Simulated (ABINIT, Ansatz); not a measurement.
# BaHCl (P4/nmm): bands and cutoff in G0W0 with ABINIT

Aim: raise bands and screening cutoff together for BaHCl (P4/nmm) and follow gap and time.

Method: LDA and many-body steps on it, plane waves, in ABINIT 10.8.3.

### 1. Set-up

Symmetry: P4/nmm, No. 129, tetragonal system. Conventional cell: a = 4.408 Å, b = 4.408 Å, c = 7.202 Å, α = 90.00°, β = 90.00°, γ = 90.00°. Nearest to Ba lie 4 H at 2.69 Å and 6 Cl at 3.13 to 4.07 Å. Nearest to H lie 4 Ba at 2.69 Å. Nearest to Cl lie 6 Ba at 3.13 to 4.07 Å and 4 H at 3.35 Å. Farther neighbours and most contacts between anions are not listed.

The cell and positions come from the Crystallography Open Database and are kept as given unless a step says otherwise. Spin-orbit coupling is left out unless a step names it.

### 2. Empty states on the mesh, 4×4×2 mesh, 424 bands

This step: ABINIT 10.8.3; DFT, LDA, plane waves, norm-conserving pseudopotentials.

The sums over transitions need many empty states on a uniform mesh; this step solves for them.

The input, run.abi:

```
acell 3*1.0 Angstrom
rprim 
  4.408000000000 0.000000000000 0.000000000000
  0.000000000000 4.408000000000 0.000000000000
  0.000000000000 0.000000000000 7.202000000000
ntypat 3
znucl 56 1 17
natom 6
typat 1 1 2 2 3 3
xred 
  0.000000000000 0.500000000000 0.215000000000
  0.500000000000 0.000000000000 0.785000000000
  0.000000000000 0.000000000000 0.000000000000
  0.500000000000 0.500000000000 0.000000000000
  0.000000000000 0.500000000000 0.650000000000
  0.500000000000 0.000000000000 0.350000000000
pp_dirpath "pseudos"
pseudos "Ba.upf, H.upf, Cl.upf"
ecut 31
ngkpt 4 4 2
nshiftk 1
shiftk 0 0 0
kptopt 1
chksymbreak 0
iscf -2
irdden 1
istwfk *1
nband 424
nbdbuf 38
tolwfr 1e-09
nstep 60
prtvol 0
indata_prefix "in"
outdata_prefix "out"
tmpdata_prefix "tmp"
```

The run is started by

```console
OMP_NUM_THREADS=1 mpirun -n 4 abinit run.abi > log
```

Numbers of over 12 decimals in the logs are rounded to 6 here.

The program printed:

```text
.Version 10.8.3 of ABINIT. v10.8.2 released Aug 2026.

 Symmetries : space group P4/n m m (#129); Bravais tP (primitive tetrag.)
[... echo of the input left out ...]
== DATASET  1 ==================================================================
-   mpi_nproc: 4, omp_nthreads: 1 (-1 if OMP is not activated)

--- !DatasetInfo
iteration_state: {dtset: 1, }
dimensions: {natom: 6, nkpt: 12, mband: 424, nsppol: 1, nspinor: 1, nspden: 1, mpw: 7826, }
cutoff_energies: {ecut:  31.0, pawecutdg:  -1.0, }
[...]
4.01938    4.02366    4.02366    4.04162    4.05751    4.06342    4.07229    4.07444
   4.07449    4.08548    4.09447    4.09526    4.10287    4.10423    4.11748    4.12900
 prteigrs : prtvol=0 or 1, do not print more k-points.

== END DATASET(S) ==============================================================
================================================================================

 -outvars: echo values of variables after computation  --------
            nband         424
             nkpt          12
          spgroup         129
 [... the other variables as echoed above ...]

 Calculation completed.
```

Wall time 18 min (4 MPI ranks of Intel Xeon 6975P-C (Granite Rapids), shared host); peak memory 0.99 GiB; 65 min of CPU time.

This step gave:

- gap: 3.002 eV
- k of the valence top: 0, 0, 0.5
- k of the conduction bottom: 0, 0, 0.5
- least direct gap: 3.002 eV
- k points computed: 12
- lowest point of the top converged band, above the valence top: 101.5251 eV

On this mesh the gap is 3.002 eV.

The density comes from a self-consistent run that is not shown.

### 3. Screening, 4×4×2 mesh, 64 bands, screening to 76.2 eV

The RPA dielectric matrix is built and inverted for each q.

This step: RPA screening on LDA, plane waves, norm-conserving pseudopotentials.

Edit run.abi of step 2 so:

```diff
@@ -24,10 +24,11 @@
 chksymbreak 0
-iscf -2
-irdden 1
 istwfk *1
-nband 424
-nbdbuf 38
-tolwfr 1e-09
-nstep 60
-prtvol 0
+occopt 1
+irdwfk 1
+optdriver 3
+nband 64
+ecuteps 2.8
+inclvkb 2
+awtr 1
+symchi 1
 indata_prefix "in"
```

The program printed:

```text
.Version 10.8.3 of ABINIT. v10.8.2 released Aug 2026.

 Symmetries : space group P4/n m m (#129); Bravais tP (primitive tetrag.)
[... echo of the input left out ...]
== DATASET  1 ==================================================================
-   mpi_nproc: 4, omp_nthreads: 1 (-1 if OMP is not activated)

--- !DatasetInfo
iteration_state: {dtset: 1, }
dimensions: {natom: 6, nkpt: 12, mband: 64, nsppol: 1, nspinor: 1, nspden: 1, mpw: 7826, }
cutoff_energies: {ecut:  31.0, pawecutdg:  -1.0, }
electrons: {nelect:   3.60000000E+01, charge:   0.00000000E+00, occopt:   1.00000000E+00, tsmear:   1.00000000E-02, }

 SCREENING: Calculation of the susceptibility and dielectric matrices

 Based on a program developped by R.W. Godby, V. Olevano, G. Onida, and L. Reining.
 Incorporated in ABINIT by V. Olevano, G.-M. Rignanese, and M. Torrent.
.Using double precision arithmetic ; gwpc =  8

[... cell and pseudopotentials left out ...]
--------------------------------------------------------------------------------

 ==== K-mesh for the wavefunctions ====
 Number of points in the irreducible wedge :    12
[... list of points left out ...]
 Together with 16 symmetry operations and time-reversal symmetry
 yields    32 points in the full Brillouin Zone.

 ==== Q-mesh for the screening function ====
 Number of points in the irreducible wedge :    12
[... list of points left out ...]
 Together with 16 symmetry operations and time-reversal symmetry
 yields    32 points in the full Brillouin Zone.

 setmesh: FFT mesh size selected  =    30x   30x   45
          total number of points  =        40500

 vcoul_init : cutoff-mode = AUXILIARY_FUNCTION
 q-points for optical limit:   1
     1)      0.000010    0.000020    0.000030

- screening: taking advantage of time-reversal symmetry
- Maximum band index for partially occupied states nbvw = 18
- Remaining bands to be divided among processors   nbcw = 46
- Number of bands treated by each node ~11

 Number of electrons calculated from density =   36.0000; Expected =   36.0000
 average of density, n =  0.038121
 r_s =    1.8432
 omega_plasma =   18.8339 [eV]

 calculating chi0 at frequencies [eV] :
  1    0.000000E+00    0.000000E+00
  2    0.000000E+00    1.883391E+01

--------------------------------------------------------------------------------
  q-point number  1        q = ( 0.000000, 0.000000, 0.000000) [r.l.u.]
--------------------------------------------------------------------------------
[... chi0 elements left out ...]
 For q-point:  0.000010 0.000020 0.000030
  dielectric constant =   3.5768
  dielectric constant without local fields =   4.1460

  Average fulfillment of the sum rule on Im[epsilon] for q-point    1 :     57.21  [%]
[... wings left out ...]
  q-point number  2        q = ( 0.250000, 0.000000, 0.000000) [r.l.u.]
--------------------------------------------------------------------------------
[... chi0 elements left out ...]
  Average fulfillment of the sum rule on Im[epsilon] for q-point    2 :     73.60  [%]

 [... 10 further q-points ...]
```

Wall time 67 s (4 MPI ranks); peak memory 1.5 GiB; 4 min of CPU time.

Numbers from this step:

```yaml
eps_infinity_with_local_fields_on_this_mesh_along_the_program_s_q_direction: 3.577
the_same_without_local_fields: 4.146
plasma_frequency: 18.83 eV
plane_waves_in_the_screening_matrix: 199
```

Local fields lower ε∞ by 14 %. On a Γ-centred mesh this coarse the value itself is usually too large, while a short band sum pulls it down.

### 4. 64 bands, 76.2 eV

The self-energy is evaluated for the states that the input lists, and the levels follow from it, in one-shot runs by the linearised quasiparticle equation.

This step: G0W0 on LDA, plane waves, norm-conserving pseudopotentials.

Edit run.abi of step 3 so:

```diff
@@ -27,8 +27,17 @@
 irdwfk 1
-optdriver 3
+optdriver 4
 nband 64
+gwcalctyp 0
+ecutsigx 31
+symsigma 1
+nkptgw 2
+kptgw 
+  0.0000000000 0.0000000000 0.5000000000
+  0.0000000000 0.0000000000 0.0000000000
+bdgw 
+  17 20
+  17 20
 ecuteps 2.8
-inclvkb 2
-awtr 1
-symchi 1
+irdscr 1
+ppmodel 1
 indata_prefix "in"
```

The program printed:

```text
.Version 10.8.3 of ABINIT. v10.8.2 released Aug 2026.

 Symmetries : space group P4/n m m (#129); Bravais tP (primitive tetrag.)
[... echo of the input left out ...]
== DATASET  1 ==================================================================
-   mpi_nproc: 4, omp_nthreads: 1 (-1 if OMP is not activated)

--- !DatasetInfo
iteration_state: {dtset: 1, }
dimensions: {natom: 6, nkpt: 12, mband: 64, nsppol: 1, nspinor: 1, nspden: 1, mpw: 7826, }
cutoff_energies: {ecut:  31.0, pawecutdg:  -1.0, }
electrons: {nelect:   3.60000000E+01, charge:   0.00000000E+00, occopt:   1.00000000E+00, tsmear:   1.00000000E-02, }

 SIGMA: Calculation of the GW corrections

 Based on a program developped by R.W. Godby, V. Olevano, G. Onida, and L. Reining.
 Incorporated in ABINIT by V. Olevano, G.-M. Rignanese, and M. Torrent.
.Using double precision arithmetic ; gwpc =  8

[... cell and pseudopotentials left out ...]
--------------------------------------------------------------------------------

 ==== K-mesh for the wavefunctions ====
 Number of points in the irreducible wedge :    12
[... list of points left out ...]
 Together with 16 symmetry operations and time-reversal symmetry
 yields    32 points in the full Brillouin Zone.

 ==== Q-mesh for screening function ====
 Number of points in the irreducible wedge :    12
[... list of points left out ...]
 Together with 16 symmetry operations and time-reversal symmetry
 yields    32 points in the full Brillouin Zone.

 vcoul_init : cutoff-mode = AUXILIARY_FUNCTION
 q-points for optical limit:   1
     1)      0.000010    0.000020    0.000030
 setmesh: FFT mesh size selected  =    48x   48x   75
          total number of points  =       172800

 Number of electrons calculated from density =   36.0000; Expected =   36.0000
 average of density, n =  0.038121
 r_s =    1.8432
 omega_plasma =   18.8339 [eV]

 === KS Band Gaps ===
  >>>> For spin  1
   Minimum direct gap =   3.0017 [eV], located at k-point      :   0.0000  0.0000  0.5000
   Fundamental gap    =   3.0017 [eV], Top of valence bands at :   0.0000  0.0000  0.5000
                                       Bottom of conduction at :   0.0000  0.0000  0.5000
 SIGMA fundamental parameters:
 PLASMON POLE MODEL  1
 number of plane-waves for SigmaX                 7727
 number of plane-waves for SigmaC and W            199
 number of plane-waves for wavefunctions          7727
 number of bands                                    64
 number of independent spin polarizations            1
 number of spinorial components                      1
 number of k-points in IBZ                          12
 number of q-points in IBZ                          12
 number of symmetry operations                      16
 number of k-points in BZ                           32
 number of q-points in BZ                           32
 number of frequencies for dSigma/dE                 9
 frequency step for dSigma/dE [eV]                0.25
 number of omega for Sigma on real axis              0
 max omega for Sigma on real axis  [eV]           0.00
 zcut for avoiding poles [eV]                     0.10

 EPSILON^-1 parameters (SCR file):
 dimension of the eps^-1 matrix on file            199
 dimension of the eps^-1 matrix used               199
 number of plane-waves for wavefunctions          7727
 number of bands                                    64
 number of q-points in IBZ                          12
 number of frequencies                               2
 number of real frequencies                          1
 number of imag frequencies                          1

 matrix elements of self-energy operator (all in [eV])

 Perturbative Calculation

--- !SelfEnergy_ee
iteration_state: {dtset: 1, }
kpoint     : [   0.000,    0.000,    0.500, ]
spin       : 1
KS_gap     :    3.002
QP_gap     :    5.130
Delta_QP_KS:    2.128
data: !SigmaeeData |
     Band     E0 <VxcDFT>   SigX SigC(E0)      Z dSigC/dE  Sig(E)    E-E0       E
       17   2.614 -10.240 -13.237   2.232   0.796  -0.256 -10.848  -0.609   2.005
       18   2.866 -12.342 -15.919   2.713   0.799  -0.252 -13.032  -0.691   2.175
       19   5.867  -8.712  -4.270  -2.745   0.847  -0.181  -7.275   1.437   7.305
       20   6.779  -8.989  -4.335  -2.953   0.845  -0.183  -7.552   1.437   8.216

--- !SelfEnergy_ee
iteration_state: {dtset: 1, }
kpoint     : [   0.000,    0.000,    0.000, ]
spin       : 1
KS_gap     :    3.905
QP_gap     :    6.041
Delta_QP_KS:    2.136
data: !SigmaeeData |
     Band     E0 <VxcDFT>   SigX SigC(E0)      Z dSigC/dE  Sig(E)    E-E0       E
       17   1.942 -10.572 -14.058   2.564   0.792  -0.263 -11.302  -0.730   1.212
       18   2.571 -10.173 -13.089   2.177   0.798  -0.253 -10.762  -0.589   1.982
       19   6.476  -9.161  -4.489  -2.840   0.844  -0.185  -7.614   1.547   8.023
       20   7.056  -9.871  -5.041  -2.932   0.840  -0.191  -8.278   1.593   8.649

== END DATASET(S) ==============================================================
================================================================================

 -outvars: echo values of variables after computation  --------
           etotal      0.0000000000E+00
            nband          64
             nkpt          12
          spgroup         129
 [... the other variables as echoed above ...]

 Calculation completed.
```

The job ended after 10 s (4 MPI ranks; peak memory 1.1 GiB).

This step gave:

```yaml
g0w0_gap_on_the_points_computed: 5.13 eV
starting_gap_on_the_mesh: 3.002 eV
k_of_the_valence_top: 0, 0, 0.5
k_of_the_conduction_bottom: 0, 0, 0.5
z_at_the_valence_top: 0.799
z_at_the_conduction_bottom: 0.847
least_direct_g0w0_gap_on_the_computed_points: 5.13 eV
```

The gap on the mesh goes from 3.00 eV to 5.13 eV, a correction of +2.13 eV.

### 5. Screening, 4×4×2 mesh, 168 bands, screening to 141.5 eV

This step: RPA screening on LDA, plane waves, norm-conserving pseudopotentials.

Edit run.abi of step 4 so:

```diff
@@ -27,17 +27,8 @@
 irdwfk 1
-optdriver 4
-nband 64
-gwcalctyp 0
-ecutsigx 31
-symsigma 1
-nkptgw 2
-kptgw 
-  0.0000000000 0.0000000000 0.5000000000
-  0.0000000000 0.0000000000 0.0000000000
-bdgw 
-  17 20
-  17 20
-ecuteps 2.8
-irdscr 1
-ppmodel 1
+optdriver 3
+nband 168
+ecuteps 5.2
+inclvkb 2
+awtr 1
+symchi 1
 indata_prefix "in"
```

The program printed:

```text
.Version 10.8.3 of ABINIT. v10.8.2 released Aug 2026.

 Symmetries : space group P4/n m m (#129); Bravais tP (primitive tetrag.)
[... echo of the input left out ...]
== DATASET  1 ==================================================================
-   mpi_nproc: 4, omp_nthreads: 1 (-1 if OMP is not activated)

--- !DatasetInfo
iteration_state: {dtset: 1, }
dimensions: {natom: 6, nkpt: 12, mband: 168, nsppol: 1, nspinor: 1, nspden: 1, mpw: 7826, }
cutoff_energies: {ecut:  31.0, pawecutdg:  -1.0, }
electrons: {nelect:   3.60000000E+01, charge:   0.00000000E+00, occopt:   1.00000000E+00, tsmear:   1.00000000E-02, }

 SCREENING: Calculation of the susceptibility and dielectric matrices

 Based on a program developped by R.W. Godby, V. Olevano, G. Onida, and L. Reining.
 Incorporated in ABINIT by V. Olevano, G.-M. Rignanese, and M. Torrent.
.Using double precision arithmetic ; gwpc =  8

[... cell and pseudopotentials left out ...]
--------------------------------------------------------------------------------

 ==== K-mesh for the wavefunctions ====
 Number of points in the irreducible wedge :    12
[... list of points left out ...]
 Together with 16 symmetry operations and time-reversal symmetry
 yields    32 points in the full Brillouin Zone.

 ==== Q-mesh for the screening function ====
 Number of points in the irreducible wedge :    12
[... list of points left out ...]
 Together with 16 symmetry operations and time-reversal symmetry
 yields    32 points in the full Brillouin Zone.

 setmesh: FFT mesh size selected  =    30x   30x   48
          total number of points  =        43200

 vcoul_init : cutoff-mode = AUXILIARY_FUNCTION
 q-points for optical limit:   1
     1)      0.000010    0.000020    0.000030

- screening: taking advantage of time-reversal symmetry
- Maximum band index for partially occupied states nbvw = 18
- Remaining bands to be divided among processors   nbcw = 150
- Number of bands treated by each node ~37

 Number of electrons calculated from density =   36.0000; Expected =   36.0000
 average of density, n =  0.038121
 r_s =    1.8432
 omega_plasma =   18.8339 [eV]

 calculating chi0 at frequencies [eV] :
  1    0.000000E+00    0.000000E+00
  2    0.000000E+00    1.883391E+01

--------------------------------------------------------------------------------
  q-point number  1        q = ( 0.000000, 0.000000, 0.000000) [r.l.u.]
--------------------------------------------------------------------------------
[... chi0 elements left out ...]
 For q-point:  0.000010 0.000020 0.000030
  dielectric constant =   3.5912
  dielectric constant without local fields =   4.1595

  Average fulfillment of the sum rule on Im[epsilon] for q-point    1 :     81.06  [%]
[... wings left out ...]
  q-point number  2        q = ( 0.250000, 0.000000, 0.000000) [r.l.u.]
--------------------------------------------------------------------------------
[... chi0 elements left out ...]
  Average fulfillment of the sum rule on Im[epsilon] for q-point    2 :     88.08  [%]

 [... 10 further q-points ...]
```

It took 4.2 min on 4 MPI ranks; peak memory 2.6 GiB; 15 min of CPU time.

Numbers from this step:

```yaml
eps_infinity_with_local_fields_on_this_mesh_along_the_program_s_q_direction: 3.591
the_same_without_local_fields: 4.160
plasma_frequency: 18.83 eV
plane_waves_in_the_screening_matrix: 513
```

(Continued in part 2 of 2.)

[Paths, hosts, dates, memory and timing lines, banners, echoed tables and standing remarks are left out of the program output.]

[Logs are printed without paths, hosts, clocks, repeated set-up lines and the standing remarks that a program may print on its own settings, such as how far it seeks lower states.]

[Runs of the session that timed out or met a known fault of the program may be left out.]

[No measured gap is set beside runs whose start may be inverted or whose files or cutoffs have a known fault.]

[Hosts, paths, dates, database ids (printed as entryN), source tags and the programs' standing remarks are cut or masked in the printed files.]

[G0W0 gaps are taken among the corrected bands and points alone; a level outside them can change the order at an edge.]

[Where Ansatz stands beside ABINIT at settings called matched, ABINIT's density can come from a denser mesh and the files from another edition; pairs whose starting gaps differed by over 0.03 eV were left out, so agreement reads better than it is.]
